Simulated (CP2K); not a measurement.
Consider hydroxyacetonitrile at its PBE geometry (Å).

```xyz
7

N     2.1833   -0.5623    0.1229
C     1.1284   -0.0757    0.0548
C    -0.2459    0.4361   -0.0253
O    -1.1571   -0.5694   -0.4718
H    -0.2949    1.2471   -0.7643
H    -0.5309    0.8569    0.9548
H    -1.0829   -1.3326    0.1289
```

Method: CP2K XAS_TDP, all-electron GAPW, PBEh(45%), aug-cc-pVDZ, TDA, no relativity.

Where do the N K-edge lines lie, and how strong are they?

Leading lines: N1 395.39 eV. The leading line of an atom is its first one with 35 % of the strongest within 2.5 eV of its lowest line over the strength cut. 

The first six lines of each atom with a strength over 0.0015:

| atom | energy (eV) | states | strength, one atom |
| --- | --- | --- | --- |
| N1 (bonded to C) | 395.39 | 1 | 0.0547 |
|  | 395.92 | 1 | 0.0545 |
|  | 401.53 | 1 | 0.0044 |
|  | 401.60 | 1 | 0.0027 |
|  | 401.87 | 1 | 0.0028 |
|  | 401.99 | 1 | 0.0038 |

Lines are vertical, at one geometry, with no vibrational structure. Without a correction of the core level, line positions, and the gaps between valence and Rydberg lines, follow the share of exact exchange. At this level such K lines come out 3 to 6 eV under measured ones. These values hold no scalar relativity, about 0.2 eV for N 1s. Rydberg lines, and the discretised continuum above threshold, depend on the basis and the box.

[Banner, clock and machine lines of the logs are left out without a mark of their own.]

[Logs are printed without paths, hosts, clocks, repeated set-up lines and the standing remarks that a program may print on its own settings, such as how far it seeks lower states.]

[Hosts, paths, dates, database ids (printed as entryN), source tags and the programs' standing remarks are cut or masked in the printed files.]
